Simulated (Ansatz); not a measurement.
# Pd (Fm-3m, 1 atom in the cell): converging a phonon calculation, part 3 of 3

Wanted: convergence of the phonons of Pd (Fm-3m, 1 atom in the cell) against cost.

Ansatz 0.2.0; DFT PBE, scalar-relativistic, plane waves, PAW.

So far. Step 10 (Another k mesh, k-mesh 16×16×16, q mesh 2×2×2): Against step 4 (now k-mesh 16×16×16), the highest frequency on the path or at a solved wavevector stays at 216 cm⁻¹ and the lowest mode on the q mesh (acoustic modes at Γ apart) goes from 106 cm⁻¹ to 104 cm⁻¹. The highest frequency on the path or at a solved wavevector moves by under 1 % between these two settings. The relaxed cell has a = 3.942 Å (conventional setting).

## Step 16: Another cutoff, cutoff 290 eV, q mesh 2×2×2

The cutoff is set to 290 eV on a small fixed q mesh.

Input file input.yaml:

```yaml
crystal:
  lattice:
    - [0.0, 1.971071988, 1.971071988]
    - [1.971071988, 0.0, 1.971071988]
    - [1.971071988, 1.971071988, 0.0]
  atoms:
    - { symbol: Pd, position: [0.0, 0.0, 0.0] }
kpoints:
  mp_grid: { grid: [20, 20, 20] }
hamiltonian:
  xc: pbe
scf:
  occupations: { method: methfessel_paxton, width: 0.2 }
output:
  eigenvalues: true
phonons:
  method: dfpt
  qmesh: [2, 2, 2]
  temperatures: { t_max: 1000, t_step: 50 }
  qpath:
    path:
      - [[0.0, 0.0, 0.0], [0.5, 0.0, 0.5], [0.625, 0.25, 0.625]]
      - [[0.375, 0.375, 0.75], [0.0, 0.0, 0.0], [0.5, 0.5, 0.5], [0.5, 0.25, 0.75], [0.5, 0.0, 0.5]]
    npoints: 10
basis:
  ecutwfc: 290
```

Run with:

```console
$ ansatz run input.yaml --threads 4 --pin off --max-ram 7168MiB --backend cpu --events-out ev --progress --plain --runs-dir out
```

Numbers of over 12 decimals in the logs are rounded to 6 here.

Output:

```text
[...]
Crystal: 1 atoms, lattice volume = 15.316 Å³
Basis set: ecut = 290 eV, 169 PW (Γ), exchange–correlation on 32×32×32 points (8 copies of the dense FFT grid, shifted against one another)
Bands: 13, of which v1, the nominal top of the filled ones, is band 9 counted from 1 (8 counted from 0)
Symmetry: 48 space group operations
k-points: 256 of 8000
[...]
SCF iter   1: F=—  HF=-6972.550458 eV  |F-HF|=—  |Δ(HF+E_count)|=         —  Δρ=1.50e-2  dr2=9.49e-3  ethr=1.77e-3  ⟨swp⟩=5.0  Hψ=16332  notcnv=0
[...]
SCF iter   7: F=-6972.548025 eV  HF=-6972.548025 eV  |F-HF|=1.82e-12  |Δ(HF+E_count)|=   3.73e-9  S|Δr|=    0.00e0  Δρ=3.01e-7  dr2=4.30e-12  ethr=1.00e-12  ⟨swp⟩=3.3  Hψ=15432  notcnv=0
SCF 1 converged in 7 iterations: F = -6972.548025 eV  dr2 = 4.30e-12
[...]
SCF converged after 7 iterations
[...]
Free energy (F): -6972.548025 eV
[...]
Internal energy: -6972.540280 eV  (E = F + TS)
E sigma→0 (E₀):  -6972.546088 eV
Entropy (-TS):   -0.007745 eV (-7.745 meV/atom)
Fermi energy:    18.792166 eV
[...]
--- Band table (eV; the first three rows and the last of 256) ---
  k-point 0: bands = [... 5 lower, 16.1254, 16.1254, 16.1254, 17.6261, 17.6261, 35.8717, 40.3945, 40.3945]
  k-point 1: bands = [... 5 lower, 16.0955, 16.1559, 16.1559, 17.6123, 17.6123, 35.9592, 39.7867, 40.4906]
  k-point 2: bands = [... 5 lower, 16.0180, 16.2380, 16.2380, 17.5814, 17.5814, 36.1622, 38.4871, 40.7662]
  k-point 255: bands = [... 5 lower, 15.6260, 15.6260, 17.5649, 19.0694, 27.5439, 27.5439, 28.8805, 30.1488]
[...]
ASR residual: 2.022e-4 → 0.000e0 eV/Å²; symmetrization residual: 8.507e-13 eV/Å²
  ASR residual per site (eV/Å²): 2.02e-4
  Γ frequencies (cm⁻¹): 0.00 0.00 0.00
--- Phonons (arbitrary-q DFPT): 3 irreducible q on the 2×2×2 mesh ---
[...]
interpolated dispersion: 62 rows × 3 modes
[...]
```

Elapsed: 13 s, on 4 threads of Arm Neoverse V2, shared host; peak memory 0.94 GiB; 47 s of CPU time.

The run finished; it serves as a test, and its numbers are not taken as the result.

## Step 17: Another cutoff, cutoff 360 eV, q mesh 2×2×2

The cutoff is set to 360 eV on a small fixed q mesh.

Edit input.yaml of step 16 so:

```diff
@@ -25,2 +25,2 @@
 basis:
-  ecutwfc: 290
+  ecutwfc: 360
```

Output:

```text
[...]
Crystal: 1 atoms, lattice volume = 15.316 Å³
Basis set: ecut = 360 eV, 259 PW (Γ), exchange–correlation on 36×36×36 points (8 copies of the dense FFT grid, shifted against one another)
Bands: 13, of which v1, the nominal top of the filled ones, is band 9 counted from 1 (8 counted from 0)
Symmetry: 48 space group operations
k-points: 256 of 8000
[...]
k-point 255: bands = [... 5 lower, 15.6422, 15.6422, 17.5853, 19.0976, 27.5297, 27.5297, 28.8684, 30.1514]
[...]
ASR residual: 2.207e-4 → 0.000e0 eV/Å²; symmetrization residual: 4.699e-12 eV/Å²
  ASR residual per site (eV/Å²): 2.21e-4
  Γ frequencies (cm⁻¹): 0.00 0.00 0.00
--- Phonons (arbitrary-q DFPT): 3 irreducible q on the 2×2×2 mesh ---
[...]
interpolated dispersion: 62 rows × 3 modes
[...]
[key lines of the parts left out:]
SCF converged after 7 iterations
Free energy (F): -6972.843360 eV
Fermi energy:    18.817946 eV
```

Wall time 17 s (4 threads); peak memory 1.1 GiB; 61 s of CPU time.

## Step 18: Another cutoff, cutoff 550 eV, q mesh 2×2×2

The cutoff is set to 550 eV on a small fixed q mesh.

Edit input.yaml of step 17 so:

```diff
@@ -25,2 +25,2 @@
 basis:
-  ecutwfc: 360
+  ecutwfc: 550
```

Output:

```text
[...]
Crystal: 1 atoms, lattice volume = 15.316 Å³
Basis set: ecut = 550 eV, 459 PW (Γ), exchange–correlation on 48×48×48 points (8 copies of the dense FFT grid, shifted against one another)
Bands: 13, of which v1, the nominal top of the filled ones, is band 9 counted from 1 (8 counted from 0)
Symmetry: 48 space group operations
k-points: 256 of 8000
[...]
k-point 255: bands = [... 5 lower, 15.6412, 15.6412, 17.5850, 19.0976, 27.5244, 27.5244, 28.8637, 30.1483]
[...]
ASR residual: 5.681e-5 → 0.000e0 eV/Å²; symmetrization residual: 3.032e-12 eV/Å²
  ASR residual per site (eV/Å²): 5.68e-5
  Γ frequencies (cm⁻¹): 0.00 0.00 0.00
--- Phonons (arbitrary-q DFPT): 3 irreducible q on the 2×2×2 mesh ---
[...]
interpolated dispersion: 62 rows × 3 modes
[...]
[key lines of the parts left out:]
SCF converged after 7 iterations
Free energy (F): -6972.850874 eV
Fermi energy:    18.818171 eV
```

The job ended after 29 s (4 threads; peak memory 1.5 GiB; 1.9 min of CPU time).

Frequencies (cm⁻¹) solved at each irreducible wavevector; negative means imaginary. Frequencies by wavevector, by row:

| q in reciprocal lattice units | star | mode 1 | mode 2 | mode 3 |
| --- | --- | --- | --- | --- |
| 0 0 0 | 1 | 0 | 0 | 0 |
| 0 0 -0.5 | 4 | 106.1 | 106.1 | 216.2 |
| 0 -0.5 -0.5 | 3 | 146.2 | 146.2 | 208.6 |

Against step 4 (now cutoff 550 eV), the highest frequency on the path or at a solved wavevector stays at 216 cm⁻¹. The highest frequency on the path or at a solved wavevector moves by under 1 % between these two settings.

## Step 19: Outcome

```json
{
  "mean frequency, q mesh 2×2×2": "144 cm⁻¹",
  "mean frequency, q mesh 3×3×3": "141 cm⁻¹",
  "mean frequency, q mesh 6×6×6": "138 cm⁻¹",
  "lowest mode on the q mesh (acoustic modes at Γ apart), k-mesh 6×6×6": "130 cm⁻¹",
  "lowest mode on the q mesh (acoustic modes at Γ apart), k-mesh 10×10×10": "111 cm⁻¹",
  "lowest mode on the q mesh (acoustic modes at Γ apart), k-mesh 16×16×16": "104 cm⁻¹",
  "lowest mode on the q mesh (acoustic modes at Γ apart), k-mesh 20×20×20": "106 cm⁻¹",
  "lowest mode on the q mesh (acoustic modes at Γ apart), k-mesh 30×30×30": "105 cm⁻¹",
  "lowest mode on the q mesh (acoustic modes at Γ apart), cutoff 170 eV": "-284 cm⁻¹",
  "lowest mode on the q mesh (acoustic modes at Γ apart), cutoff 230 eV": "119 cm⁻¹",
  "lowest mode on the q mesh (acoustic modes at Γ apart), cutoff 290 eV": "110 cm⁻¹",
  "lowest mode on the q mesh (acoustic modes at Γ apart), cutoff 360 eV": "106 cm⁻¹",
  "lowest mode on the q mesh (acoustic modes at Γ apart), cutoff 550 eV": "106 cm⁻¹"
}
```

**Reading.** Over the whole q mesh series, coarse runs included, the mean frequency runs from 137.7 to 144.1 cm⁻¹; from 4×4×4 on it stays within 0.8 cm⁻¹ of the finest run (6×6×6), against a tolerance of 1.4. The k mesh changes along this series too, so part of the change is its. Over the whole k mesh series, coarse runs included, the lowest mode on the q mesh (acoustic modes at Γ apart) runs from 104.0 to 130.2 cm⁻¹; from 16×16×16 on all solved modes stay within 1.3 cm⁻¹ of the finest run (30×30×30), against a tolerance of 2.2. Over the whole cutoff series, coarse runs included, the lowest mode on the q mesh (acoustic modes at Γ apart) runs from -283.7 to 118.7 cm⁻¹; from 360 eV on all solved modes stay within 0.1 cm⁻¹ of the finest run (550 eV), against a tolerance of 2.2. All runs share the cell relaxed at the base settings, which is not exactly at rest under another k mesh or cutoff. Some magnetic starts kept moments in single points, but the one carried on lost them, and the others were not relaxed, so the runs shown are non-magnetic; if the real compound is magnetic, its cell and modes can differ much. With no gap, or one that is small against the smearing, the frequencies hang on the k mesh and the smearing, most of all near Kohn anomalies. These are harmonic frequencies at zero temperature: anharmonic shifts, linewidths and thermal expansion are left out.

[Logs are printed without paths, hosts, clocks, repeated set-up lines and the standing remarks that a program may print on its own settings, such as how far it seeks lower states.]

[Hosts, paths, dates, database ids (printed as entryN), source tags and the programs' standing remarks are cut or masked in the printed files.]
